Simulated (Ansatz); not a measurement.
**W: bcc against fcc under pressure**

Which form of W has the lower enthalpy, and does pressure change the order? Both are relaxed at the same set pressures.

Calculated with Ansatz 0.2.0, PBEsol, PAW files of the set soft_1, cutoff 600 eV, Fermi–Dirac smearing 0.05 eV, k-mesh 19×19×19, no spin polarisation, no spin-orbit coupling.

The fcc cell takes smearing 0.05 eV and a 19×19×19 mesh.

Near zero pressure the bcc cell (Im-3m, 1 atoms) is a = 2.7311 Å, b = 2.7311 Å, c = 2.7311 Å, α = 109.47°, β = 109.47°, γ = 109.47°; the fcc cell (Fm-3m, 1 atoms) is a = 2.8265 Å, b = 2.8265 Å, c = 2.8265 Å, α = 60.00°, β = 60.00°, γ = 60.00°.

```csv
P (GPa),"V, bcc (Å³)","V, fcc (Å³)",ΔE (meV),ΔH = ΔE + PΔV (meV)
−4,15.882,16.186,494.1,486.5
5,15.449,15.715,494.1,502.4
10,15.233,15.481,495.0,510.5
15,15.032,15.263,496.3,517.9
20,14.843,15.059,498.0,524.9
30,14.496,14.683,502.5,537.4
```

Values are for a formula unit, differences are fcc less bcc, and 1 GPa Å³ = 6.2415 meV. **Question.** Give ΔH at 0 GPa, a row left out above, and the pressure at which the two forms cross, if they do.

Least squares with ΔH = h0 + h1 P + h2 P² gives h0 = 493.8 meV, h1 = 1.77 meV/GPa and h2 = −0.011 meV/GPa². Since dH/dP = V, the slope should equal ΔV: 0.286 Å³ × 6.2415 = 1.78 meV/GPa at 0 GPa. At 0 GPa the fit gives 493.8 meV. The run itself gives 493.8 meV, so the estimate misses by 0.0 meV, a rounding's worth.

ΔH keeps its sign from -4 to 30 GPa, so the bcc form stays lower over the range; the fcc form is less dense and loses further with pressure. This compares two forms alone, at zero temperature, without vibrations or barriers; other forms may lie lower.

[Logs are printed without paths, hosts, clocks, repeated set-up lines and the standing remarks that a program may print on its own settings, such as how far it seeks lower states.]
